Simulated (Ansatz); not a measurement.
# 2H-WSe2 of n layers: modes against thickness

Aim: how do the zone-centre modes of 2H-WSe2 of n layers change with n?

Program: Ansatz 0.2.0. Level of theory: DFT PBEsol+D3(BJ), scalar-relativistic, plane waves, PAW; PAW set soft_1. Results are calculated unless marked as measured.

## Step 1: Set-up

The cell holds 3 atoms: 1 W and 2 Se. Its edges and angles: a = 3.290 Å, b = 3.290 Å, c = 30.480 Å, α = 90.0°, β = 90.0°, γ = 120.0°. Vacuum lies along c. The height across the vacuum is the one that the program set for its solve, not the one typed.

## Step 2: First relaxation: n = 1

The cell for n = 1 and its atoms are relaxed. The program lengthens the typed cell of 19.3 Å along the normal to 30.5 Å, as its cut-off of the electrostatics needs, and moves no atom.

File input.yaml:

```yaml
crystal:
  lattice:
    - [3.29, 0.0, 0.0]
    - [-1.645, 2.84922, 0.0]
    - [0.0, 0.0, 19.34]
  atoms:
    - { symbol: W, position: [0.333333, 0.666667, 0.5] }
    - { symbol: Se, position: [0.666667, 0.333333, 0.41365] }
    - { symbol: Se, position: [0.666667, 0.333333, 0.58635] }
  periodic: [true, true, false]
kpoints:
  mp_grid: { grid: [9, 9, 1] }
hamiltonian:
  xc: pbesol
  dispersion: d3bj
  pseudopotentials: { kind: paw, azcp: { folder: soft_1 }, xc_functional: pbe }
scf:
  occupations: { method: gaussian, width: 0.02 }
output:
  forces: true
  stress: true
  eigenvalues: true
relax:
  adjacent_minimum: "off"
  f_tol: 0.004
  max_steps: 80
  cell: { stress_2d_tol: 0.01 }
```

On the command line:

```
ansatz run input.yaml --threads 8 --pin off --max-ram 20480MiB --backend cpu --events-out ev --progress --plain --runs-dir out
```

Numbers of over 12 decimals in the logs are rounded to 6 here.

Log:

```text
[...]
F+E_penalty+E_count = -21108.62619786 eV   max|allowed force component| = 1.211e-4 eV/Å   (the final SCF, on the basis selected at the relaxed cell)
  cell:  # Å, volume = 277.1574 Å³
    - [3.240337, 0.0, 0.0]
    - [-1.620169, 2.806214, 0.0]
    - [0.0, 0.0, 30.480036]
  atoms:
    - { symbol: W, position: [0.333333, 0.666667, 0.317257] }
    - { symbol: Se, position: [0.666667, 0.333333, 0.262115] }
    - { symbol: Se, position: [0.666667, 0.333333, 0.372398] }
[key lines of the parts left out:]
SCF converged after 8 iterations
Free energy (F): -21108.626198 eV
Fermi energy:    -4.243160 eV
P = ½ c Tr σ = -0.0013 N/m
```

It took 9.9 s on 8 threads of Arm Neoverse V1, shared host; peak memory 0.73 GiB.

Relaxation path:

```tsv
step	energy less that of the first step (eV)	largest force component (eV/Å)	volume (Å³)
1	0.0000	0.1467	285.72
2	-0.0175	0.0195	273.20
3	-0.0219	0.0192	277.43
4	-0.0220	0.0085	277.16
5	-0.0220	0.0001	277.16
6*	-0.0216	0.0001	277.16
```

Relaxation steps marked * repeat the geometry before them on a plane-wave basis chosen anew for their cell, so energy and pressure can jump there.

Forces are held to the 12 operations that the run works with; a distortion that breaks them can't arise in this run.

```tsv
cell as run	before	after	change
a (Å)	3.290	3.240	-1.5 %
b (Å)	3.290	3.240	-1.5 %
```

The atoms that moved most (Å, along periodic axes as changes of fractional coordinates times the final cell, across vacuum about the mean position):

```tsv
atom	dx	dy	dz	length
Se3	0.000	0.000	0.011	0.011
Se2	0.000	0.000	-0.011	0.011
```

Final coordinates:

```xyz
3
Lattice="3.2403 0.0000 0.0000 -1.6202 2.8062 0.0000 0.0000 0.0000 30.4800" Properties=species:S:1:pos:R:3
W     0.0000    1.8708    9.6700
Se    1.6202    0.9354    7.9893
Se    1.6202    0.9354   11.3507
```

Numbers from this step:

| Item | Value |
| --- | --- |
| gap on the k-mesh | 1.728 eV |

The relaxation ends with a first cell vector of 3.240 Å.

## Step 3: A member of the series: n = 1

The relaxation for n = 1 is finished with tight tolerances.

input.yaml, the sections that differ from step 2:

```yaml
crystal:
  lattice:
    - [3.2403372902, 0.0, 0.0]
    - [-1.6201686451, 2.8062144101, 0.0]
    - [0.0, 0.0, 30.480036]
  atoms:
    - { symbol: W, position: [0.3333333333, 0.6666666667, 0.3172568431] }
    - { symbol: Se, position: [0.6666666667, 0.3333333333, 0.262115382] }
    - { symbol: Se, position: [0.6666666667, 0.3333333333, 0.3723983043] }
  periodic: [true, true, false]
scf:
  occupations: { method: fixed }
relax:
  adjacent_minimum: "off"
  f_tol: 0.001
  max_steps: 60
  cell: { stress_2d_tol: 0.002 }
# kpoints, hamiltonian, output: as in step 2
```

Log:

```text
[...]
Crystal: 3 atoms, lattice volume = 277.157 Å³
Basis set: ecut = 420 eV, 5525 PW (Γ), exchange–correlation on 48×48×432 points (8 copies of the dense FFT grid, shifted against one another)
Bands: 28, of which v1, the nominal top of the filled ones, is band 23 counted from 1 (22 counted from 0)
Symmetry: 12 space group operations
[...]
k-points: 12 of 81 (time reversal used)
[...]
° read free of the cell's end (the report's vacuum.weakly_bound_levels)
--- Relaxed structure (1 steps of the walk, 1 accepted, 1 SCFs on fresh bases) ---
[...]
cell:  # Å, volume = 277.1574 Å³
    - [3.240337, 0.0, 0.0]
    - [-1.620169, 2.806214, 0.0]
    - [0.0, 0.0, 30.480036]
  atoms:
    - { symbol: W, position: [0.333333, 0.666667, 0.317257] }
    - { symbol: Se, position: [0.666667, 0.333333, 0.262115] }
    - { symbol: Se, position: [0.666667, 0.333333, 0.372398] }
[key lines of the parts left out:]
SCF converged after 9 iterations
Free energy (F): -21108.626198 eV
Fermi energy:    -5.107163 eV
P = ½ c Tr σ = -0.0013 N/m
```

Elapsed: 4.4 s, on 8 threads; peak memory 0.73 GiB.

Little changed from the start: no atom moved by 0.005 Å and no cell edge by 0.1 %.

The largest force component left is 0.12 meV/Å.

## Step 4: Zone-centre modes of the member: n = 1

The force constants come from the linear response of the density to a displacement.

The zone-centre modes follow for n = 1.

input.yaml: that of step 3 with these lines changed.

```diff
@@ -19,9 +19,4 @@
 output:
-  forces: true
-  stress: true
   eigenvalues: true
-relax:
-  adjacent_minimum: "off"
-  f_tol: 0.001
-  max_steps: 60
-  cell: { stress_2d_tol: 0.002 }
+phonons:
+  method: dfpt
```

Log:

```text
Warning: crystal.symmetry: narrowed to the stabiliser of the run's FFT grids — unitary ops 12 → 6. A phonons.method: dfpt run fills in the rows of the dynamical matrix that it does not solve by its symmetry operations, which is exact only for operations that map its FFT grids onto themselves: filled in by any other, the frequencies could depend on the order in which like atoms are typed, or, by more than the grids' own error, on where the crystal sits among the grids' points. Excluded: 6 operations. The run can therefore solve more perturbations, solve them on more k-points, or both, and cost more. [rest of the remark cut]
[...]
Crystal: 3 atoms, lattice volume = 277.157 Å³
Basis set: ecut = 420 eV, 5525 PW (Γ), exchange–correlation on 48×48×432 points (8 copies of the dense FFT grid, shifted against one another)
Bands: 28, of which v1, the nominal top of the filled ones, is band 23 counted from 1 (22 counted from 0)
Symmetry: 12 space group operations
k-points: 25 of 81 (irreducible under 2 space group operations, time reversal used)
[...]
SCF iter  11: F=-21108.626198 eV  HF=-21108.626198 eV  |F-HF|=3.64e-12  |Δ(HF+E_count)|=   2.54e-9  Δρ=3.88e-8  dr2=9.06e-12  ethr=1.00e-12  ⟨swp⟩=25.3  Hψ=7002  notcnv=0
SCF 1 converged in 11 iterations: F = -21108.626198 eV  dr2 = 9.06e-12
[...]
DFPT response loops at Γ: preconditioner auto → none (the input reference at scf.mixing.eps_inf says where Resta's filter doesn't serve); β = 0.50; Broyden in place of MSR1
SCF converged after 11 iterations
Free energy (F): -21108.626198 eV
[...]
Internal energy: -21108.626198 eV  (E = F + TS)
E sigma→0 (E₀):  -21108.626198 eV
Fermi energy:    -5.107170 eV
[...]
--- Band table (eV; the first three rows and the last of 25) ---
  k-point 0: bands = [... 19 lower, -7.3981, -6.2093, -6.2093, -5.6284, -1.9598 (-1.9598°), -1.9598 (-1.9598°), -1.7883, -1.7883, ... 1 higher]
  k-point 1: bands = [... 19 lower, -7.2047, -6.5292, -6.2466, -5.6661, -2.5515, -2.3420, -2.0366, -1.6441, ... 1 higher]
  k-point 2: bands = [... 19 lower, -7.1702, -6.7100, -6.6990, -6.0107, -3.1865, -2.4774, -2.3282, -1.0761, ... 1 higher]
  k-point 24: bands = [... 19 lower, -8.6829, -7.9288, -6.8426, -5.7491, -3.2102, -2.1782, -2.1757, -0.4843, ... 1 higher]
  ° read free of the cell's end (the report's vacuum.weakly_bound_levels)
--- Phonons (Γ-DFPT): 6 representative perturbations + reference, on 25 of 81 k-points (Σ response iterations 30) ---
  ASR residual: 1.078e-4 → 0.000e0 eV/Å²; symmetrization residual: 6.355e-5 eV/Å²
  The last average, over the group as it would stand without the narrowing to the FFT grids, took up to 1.442e-5 eV/Å² of the zone centre's force constants
  pairwise dispersion correction: d3bj (s6 = 1.0, s8 = 2.9491, a1 = 0.4466, a2_bohr = 6.1742), with the weights of each atom's references fixed at the reference crystal's, and the forces and stress that the weights' published response gives there kept as a pressure on the atom's counted neighbours (hamiltonian.dispersion)
  ASR residual per site (eV/Å²): 1.08e-4 3.07e-5 1.08e-5
  Γ frequencies (cm⁻¹): 0.00 0.00 0.00 175.10 175.10 249.62 249.62 250.14 312.31
  non-analytic LO–TO correction: not included (Born effective charges unavailable; polar crystals: no LO–TO splitting at Γ)
```

Run time: 29 s. Hardware: 8 threads; peak memory 1.2 GiB.

In the SCF lines HF is the Harris–Foulkes energy and dr2 the Hartree energy of the density residual, in eV; the loop may stop once dr2 is under the threshold and the program's other checks hold. Hψ counts applications of the Hamiltonian.

Numbers from this step:

- sum-rule residual before enforcement: 1.08e-4 eV/Å²
- point group: -6m2
- highest mode at the zone centre of this cell (no LO-TO term): 312.3 cm⁻¹
- lowest mode at the zone centre of this cell, translations apart: 175.1 cm⁻¹

Without the LO-TO term. Patterns of degenerate modes are one choice out of their space. The modes at Γ (shares of kinetic energy by element, %):

```tsv
mode	frequency (cm⁻¹)	symmetry	W %	Se %
1	0.0	acoustic	54	46
2	0.0	acoustic	54	46
3	0.0	acoustic	54	46
4	175.1	E''	0	100
5	175.1	E''	0	100
6	249.6	E'	46	54
7	249.6	E'	46	54
8	250.1	A1'	0	100
9	312.3	A2''	46	54
```

Displacements in mode 5 (175.1 cm⁻¹), the largest set to 1:
```
W1   0.00  0.00  0.00
Se2  1.00  0.18  0.00
Se3 -1.00 -0.18  0.00
```

Displacements in mode 9 (312.3 cm⁻¹), the largest set to 1:
```
W1   0.00  0.00  0.86
Se2  0.00  0.00 -1.00
Se3  0.00  0.00 -1.00
```

With the three translations set apart, the lowest mode of the cell is real, 175 cm⁻¹, and the highest lies at 312.3 cm⁻¹.

## Step 5: First relaxation: n = 3

The cell for n = 3 and its atoms are relaxed. The program lengthens the typed cell of 32.3 Å along the normal to 56.4 Å, as its cut-off of the electrostatics needs, and moves no atom.

System of this step: WSe2. The cell holds 9 atoms: 3 W and 6 Se. Cell: a = 3.290 Å, b = 3.290 Å, c = 56.400 Å, α = 90.0°, β = 90.0°, γ = 120.0°. Vacuum lies along c.

File input.yaml:

```yaml
crystal:
  lattice:
    - [3.29, 0.0, 0.0]
    - [-1.645, 2.84922, 0.0]
    - [0.0, 0.0, 32.3]
  atoms:
    - { symbol: W, position: [0.333333, 0.666667, 0.299381] }
    - { symbol: Se, position: [0.666667, 0.333333, 0.247678] }
    - { symbol: Se, position: [0.666667, 0.333333, 0.351084] }
    - { symbol: W, position: [0.666667, 0.333333, 0.5] }
    - { symbol: Se, position: [0.333333, 0.666667, 0.448297] }
    - { symbol: Se, position: [0.333333, 0.666667, 0.551703] }
    - { symbol: W, position: [0.333333, 0.666667, 0.700619] }
    - { symbol: Se, position: [0.666667, 0.333333, 0.648916] }
    - { symbol: Se, position: [0.666667, 0.333333, 0.752322] }
  periodic: [true, true, false]
kpoints:
  mp_grid: { grid: [9, 9, 1] }
hamiltonian:
  xc: pbesol
  dispersion: d3bj
  pseudopotentials: { kind: paw, azcp: { folder: soft_1 }, xc_functional: pbe }
scf:
  occupations: { method: gaussian, width: 0.02 }
output:
  forces: true
  stress: true
  eigenvalues: true
relax:
  adjacent_minimum: "off"
  f_tol: 0.004
  max_steps: 80
  cell: { stress_2d_tol: 0.01 }
```

Log:

```text
[...]
Crystal: 9 atoms, lattice volume = 528.690 Å³
Basis set: ecut = 420 eV, 10521 PW (Γ), exchange–correlation on 48×48×768 points (8 copies of the dense FFT grid, shifted against one another)
Bands: 83, of which v1, the nominal top of the filled ones, is band 69 counted from 1 (68 counted from 0)
Symmetry: 12 space group operations
[...]
- { symbol: Se, position: [0.666667, 0.333333, 0.146421] }
    - { symbol: Se, position: [0.666667, 0.333333, 0.206058] }
    - { symbol: W, position: [0.666667, 0.333333, 0.286348] }
    - { symbol: Se, position: [0.333333, 0.666667, 0.256560] }
    - { symbol: Se, position: [0.333333, 0.666667, 0.316135] }
    - { symbol: W, position: [0.333333, 0.666667, 0.396462] }
    - { symbol: Se, position: [0.666667, 0.333333, 0.366638] }
    - { symbol: Se, position: [0.666667, 0.333333, 0.426274] }
[key lines of the parts left out:]
SCF converged after 10 iterations
Free energy (F): -63326.951462 eV
Fermi energy:    -4.246325 eV
P = ½ c Tr σ = -0.0013 N/m
```

Wall time 1.8 min (8 threads); peak memory 2 GiB.

The steps of the relaxation:

```tsv
step	energy less that of the first step (eV)	largest force component (eV/Å)	volume (Å³)
1	0.0000	0.1709	528.69
2	-0.0159	0.2739	489.74
3	-0.1446	0.1606	512.30
4	-0.1426	0.2513	510.26
5	-0.1483	0.0097	511.12
6	-0.1485	0.0098	511.11
7	-0.1486	0.0193	510.81
8	-0.1487	0.0007	510.78
9*	-0.1473	0.0010	510.78
```

Relaxation steps marked * repeat the geometry before them on a plane-wave basis chosen anew for their cell, so energy and pressure can jump there. Relaxation step 4 was tried and not accepted.

Forces are held to the 12 operations that the run works with; a distortion that breaks them can't arise in this run.

```tsv
cell as run	before	after	change
a (Å)	3.290	3.234	-1.7 %
b (Å)	3.290	3.234	-1.7 %
```

The atoms that moved most (Å, along periodic axes as changes of fractional coordinates times the final cell, across vacuum about the mean position):

```tsv
atom	dx	dy	dz	length
Se3	0.000	0.000	0.282	0.282
Se8	0.000	0.000	-0.282	0.282
W7	0.000	0.000	-0.270	0.270
W1	0.000	0.000	0.270	0.270
Se9	0.000	0.000	-0.258	0.258
Se2	0.000	0.000	0.258	0.258
Se6	0.000	0.000	0.010	0.010
Se5	0.000	0.000	-0.010	0.010
```

This step gave:

```yaml
gap_on_the_k_mesh: 1.037 eV
```

The relaxation ends with a first cell vector of 3.234 Å.

## Step 6: Relaxation of a member: n = 3

The relaxation for n = 3 is finished with tight tolerances.

File input.yaml:

```yaml
crystal:
  lattice:
    - [3.2337920188, 0.0, 0.0]
    - [-1.6168960094, 2.8005460389, 0.0]
    - [0.0, 0.0, 56.4000024]
  atoms:
    - { symbol: W, position: [0.3333333333, 0.6666666667, 0.1762330096] }
    - { symbol: Se, position: [0.6666666667, 0.3333333333, 0.1464206567] }
    - { symbol: Se, position: [0.6666666667, 0.3333333333, 0.2060575098] }
    - { symbol: W, position: [0.6666666667, 0.3333333333, 0.2863475055] }
    - { symbol: Se, position: [0.3333333333, 0.6666666667, 0.2565601349] }
    - { symbol: Se, position: [0.3333333333, 0.6666666667, 0.3161348762] }
    - { symbol: W, position: [0.3333333333, 0.6666666667, 0.3964620015] }
    - { symbol: Se, position: [0.6666666667, 0.3333333333, 0.3666375013] }
    - { symbol: Se, position: [0.6666666667, 0.3333333333, 0.4262743543] }
  periodic: [true, true, false]
kpoints:
  mp_grid: { grid: [9, 9, 1] }
hamiltonian:
  xc: pbesol
  dispersion: d3bj
  pseudopotentials: { kind: paw, azcp: { folder: soft_1 }, xc_functional: pbe }
scf:
  occupations: { method: fixed }
output:
  forces: true
  stress: true
  eigenvalues: true
relax:
  adjacent_minimum: "off"
  f_tol: 0.001
  max_steps: 60
  cell: { stress_2d_tol: 0.002 }
```

Log:

```text
[...]
Crystal: 9 atoms, lattice volume = 510.780 Å³
Basis set: ecut = 420 eV, 10197 PW (Γ), exchange–correlation on 48×48×768 points (8 copies of the dense FFT grid, shifted against one another)
Bands: 83, of which v1, the nominal top of the filled ones, is band 69 counted from 1 (68 counted from 0)
Symmetry: 12 space group operations
[...]
- { symbol: Se, position: [0.666667, 0.333333, 0.146421] }
    - { symbol: Se, position: [0.666667, 0.333333, 0.206058] }
    - { symbol: W, position: [0.666667, 0.333333, 0.286348] }
    - { symbol: Se, position: [0.333333, 0.666667, 0.256560] }
    - { symbol: Se, position: [0.333333, 0.666667, 0.316135] }
    - { symbol: W, position: [0.333333, 0.666667, 0.396462] }
    - { symbol: Se, position: [0.666667, 0.333333, 0.366638] }
    - { symbol: Se, position: [0.666667, 0.333333, 0.426274] }
[key lines of the parts left out:]
SCF converged after 10 iterations
Free energy (F): -63326.951462 eV
Fermi energy:    -4.764405 eV
P = ½ c Tr σ = -0.0013 N/m
```

Elapsed: 30 s, on 8 threads; peak memory 1.9 GiB; 3.9 min of CPU time.

Little changed from the start: no atom moved by 0.005 Å and no cell edge by 0.1 %.

The largest force component left is 0.98 meV/Å.

## Step 7: Zone-centre modes of the member: n = 3

The zone-centre modes follow for n = 3.

input.yaml: that of step 6 with these lines changed.

```diff
@@ -25,9 +25,4 @@
 output:
-  forces: true
-  stress: true
   eigenvalues: true
-relax:
-  adjacent_minimum: "off"
-  f_tol: 0.001
-  max_steps: 60
-  cell: { stress_2d_tol: 0.002 }
+phonons:
+  method: dfpt
```

Log:

```text
[...]
Crystal: 9 atoms, lattice volume = 510.780 Å³
Basis set: ecut = 420 eV, 10197 PW (Γ), exchange–correlation on 48×48×768 points (8 copies of the dense FFT grid, shifted against one another)
Bands: 83, of which v1, the nominal top of the filled ones, is band 69 counted from 1 (68 counted from 0)
Symmetry: 12 space group operations
[...]
° read free of the cell's end (the report's vacuum.weakly_bound_levels)
[...]
ASR residual: 1.650e-4 → 0.000e0 eV/Å²; symmetrization residual: 6.732e-5 eV/Å²
[...]
ASR residual per site (eV/Å²): 8.33e-5 1.12e-5 6.98e-5 1.65e-4 6.37e-5 7.92e-5 7.06e-5 4.71e-5 5.18e-5
  Γ frequencies (cm⁻¹): 0.00 0.00 0.00 16.60 16.60 27.45 29.14 29.14 48.01 175.21 175.21 176.13 176.13 177.88 177.88 249.12 249.12 249.48 249.48 249.53 249.53 250.15 252.15 256.13 311.44 312.34 313.04
[...]
[key lines of the parts left out:]
SCF converged after 17 iterations
Free energy (F): -63326.951462 eV
Fermi energy:    -4.764406 eV
```

The job ended after 8.6 min (8 threads; peak memory 4.4 GiB).

This step gave:

```
sum-rule residual before enforcement                            : 1.65e-4 eV/Å²
highest mode at the zone centre of this cell (no LO-TO term)    : 313.0 cm⁻¹
lowest mode at the zone centre of this cell, translations apart : 16.6 cm⁻¹
```

Without the LO-TO term. Patterns of degenerate modes are one choice out of their space. Modes at Γ, with each element's share of the kinetic energy:

```tsv
mode	frequency (cm⁻¹)	symmetry	W %	Se %
1	0.0	acoustic	54	46
2	0.0	acoustic	54	46
3	0.0	acoustic	54	46
4	16.6	E''	54	46
5	16.6	E''	54	46
6	27.4	A1'	54	46
7	29.1	E'	54	46
8	29.1	E'	54	46
9	48.0	A2''	55	45
10	175.2	E''	0	100
11	175.2	E''	0	100
12	176.1	E'	0	100
13	176.1	E'	0	100
14	177.9	E''	0	100
15	177.9	E''	0	100
16	249.1	E'	46	54
17	249.1	E'	46	54
18	249.5	E''	46	54
19	249.5	E''	46	54
20	249.5	E'	46	54
21	249.5	E'	46	54
22	250.2	A1'	0	100
23	252.2	A2''	0	100
24	256.1	A1'	0	100
25	311.4	A2''	46	54
26	312.3	A1'	46	54
27	313.0	A2''	45	55
```

Displacements in mode 4 (16.6 cm⁻¹), the largest set to 1:
```
W1  -0.12  0.99  0.00
Se2 -0.12  1.00  0.00
Se3 -0.12  0.97  0.00
W4   0.00  0.00  0.00
Se5  0.00  0.03  0.00
Se6  0.00 -0.03  0.00
W7   0.12 -0.99  0.00
Se8  0.12 -0.97  0.00
Se9  0.12 -1.00  0.00
```

Displacements in mode 27 (313.0 cm⁻¹), the largest set to 1:
```
W1   0.00  0.00 -0.64
Se2  0.00  0.00  0.75
Se3  0.00  0.00  0.78
W4   0.00  0.00  0.83
Se5  0.00  0.00 -1.00
Se6  0.00  0.00 -1.00
W7   0.00  0.00 -0.64
Se8  0.00  0.00  0.78
Se9  0.00  0.00  0.75
```

With the three translations set apart, the lowest mode of the cell is real, 16.6 cm⁻¹, and the highest lies at 313.0 cm⁻¹.

## Step 8: The series together

The members are set side by side, also those not shown above.

Levels are modes at the zone centre of the cell, translations apart; they are counted by rank, so a column need not follow one mode. Cells along the series:

```tsv
n	atoms in the cell	space group	first cell vector (Å)	lowest level (cm⁻¹)	second level from below (cm⁻¹)	third level from below (cm⁻¹)	highest level (cm⁻¹)	gap on mesh (eV)
1	3	P-6m2	3.24	175.1	249.6	250.1	312.3	1.728
2	6	P-3m1	3.235	23.58	38.78	175.2	312.7	1.229
3	9	P-6m2	3.234	16.6	27.45	29.14	313	1.037
```

## Step 9: Outcome

| Item | Value |
| --- | --- |
| members | 3 |
| highest level, n = 1 | 312.3 cm⁻¹ |
| highest level, n = 3 | 313.0 cm⁻¹ |

In words: From n = 1 to 3 the lowest level goes from 175.1 to 16.6 cm⁻¹ and the highest from 312.3 to 313.0 cm⁻¹. These are levels by rank and need not be the same mode: a single layer has no interlayer modes, which come lowest from two layers on. These are harmonic frequencies at zero temperature: anharmonic shifts, linewidths and thermal expansion are left out. Spin-orbit coupling is left out, which can matter for the heavy elements here. In the phonons the program holds the C6 weights of the dispersion term fixed, leaving out their change with coordination. The PAW files were made for PBE; the program adapts parts of them to the functional of the run, but their partial waves stay those of PBE, an approximation that was not tested in this session. In a sheet the LO-TO splitting vanishes at the zone centre, so no such term is missing here.

[Logs are printed without paths, hosts, clocks, repeated set-up lines and the standing remarks that a program may print on its own settings, such as how far it seeks lower states.]

[Hosts, paths, dates, database ids (printed as entryN), source tags and the programs' standing remarks are cut or masked in the printed files.]
